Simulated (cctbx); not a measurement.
## Symmetry from intensities

Cell: a = 3.4570 Å, b = 3.4570 Å, c = 6.9770 Å, α = 90.00°, β = 90.00°, γ = 90.00°. Expected content of the cell: Rh2 Ni6 C1.

Simulated single-crystal data (cctbx): Mo Kα, λ = 0.71073 Å, to d = 0.6 Å, 70 % of the full sphere, strongest reflection 20000 counts, noise from counting, a 4 % proportional error and a noise floor of 2 counts (s.d.); no absorption.

Tests on the unmerged data give:

```text
1117 reflections to d = 0.602 A
centring   violations  <I/sigma> of those
    A        419 of   554      8.8
    B        411 of   543      8.9
    C        418 of   571      6.9
    I        441 of   565      7.2
    R        555 of   737      8.7
    F        624 of   834      8.2
Laue class    unique    Rint  (classes that these axes allow; Friedel mates merged)
P -1              732   0.033
P 1 2/m 1         447   0.036
P 1 1 2/m         424   0.036
P 2/m 1 1         444   0.036
P m m m           270   0.039
P 4/m             222   0.038
P 4/m m m         158   0.039
space group    extra absences  I>4sigma  <I/sigma>
P 4 2 2                 0          0         -  acentric
P 4 m m                 0          0         -  acentric
P -4 2 m                0          0         -  acentric
P -4 m 2                0          0         -  acentric
P 4/m m m               0          0         -  centric
Wilson B = 1.17 A^2   <|E^2-1|> = 1.329 (0.968 centric, 0.736 acentric)   E^2>4: 8.3 %
shell (A)         n   <I/sigma>
 6.98 - 1.20     28     19.1
 1.20 - 0.95     22     21.5
 0.95 - 0.83     19     21.5
 0.83 - 0.76     19     23.4
 0.76 - 0.70     14     26.3
 0.70 - 0.66     23     19.7
 0.66 - 0.63     18     19.8
 0.63 - 0.60     15     19.4
```

**Question.** What are the lattice type, the Laue class and the likely space group?

Every centring test has many violations, so the lattice is primitive.

Rint stays low (0.033 to 0.039) up to P 4/m m m, the highest class in these axes.

5 settings pass the absence test. No glide or screw absences show, which leaves P 4 2 2, P 4 m m, P -4 2 m, P -4 m 2 and P 4/m m m.

⟨|E²−1|⟩ = 1.329 is above even the centric ideal, a mark of pseudo-translation (a class of systematically weak reflections). The Wilson B of 1.17 Å² means U ≈ 0.0148 Å².

The true group is P4/mmm (no. 123), Laue class 4/mmm, centrosymmetric. The tables only narrow the choice to the tied entries; cell content, site symmetry and trial solutions must settle it.

This is a model crystal, built by substitution and not relaxed, with assumed displacement parameters.

[Logs are printed without paths, hosts, clocks, repeated set-up lines and the standing remarks that a program may print on its own settings, such as how far it seeks lower states.]
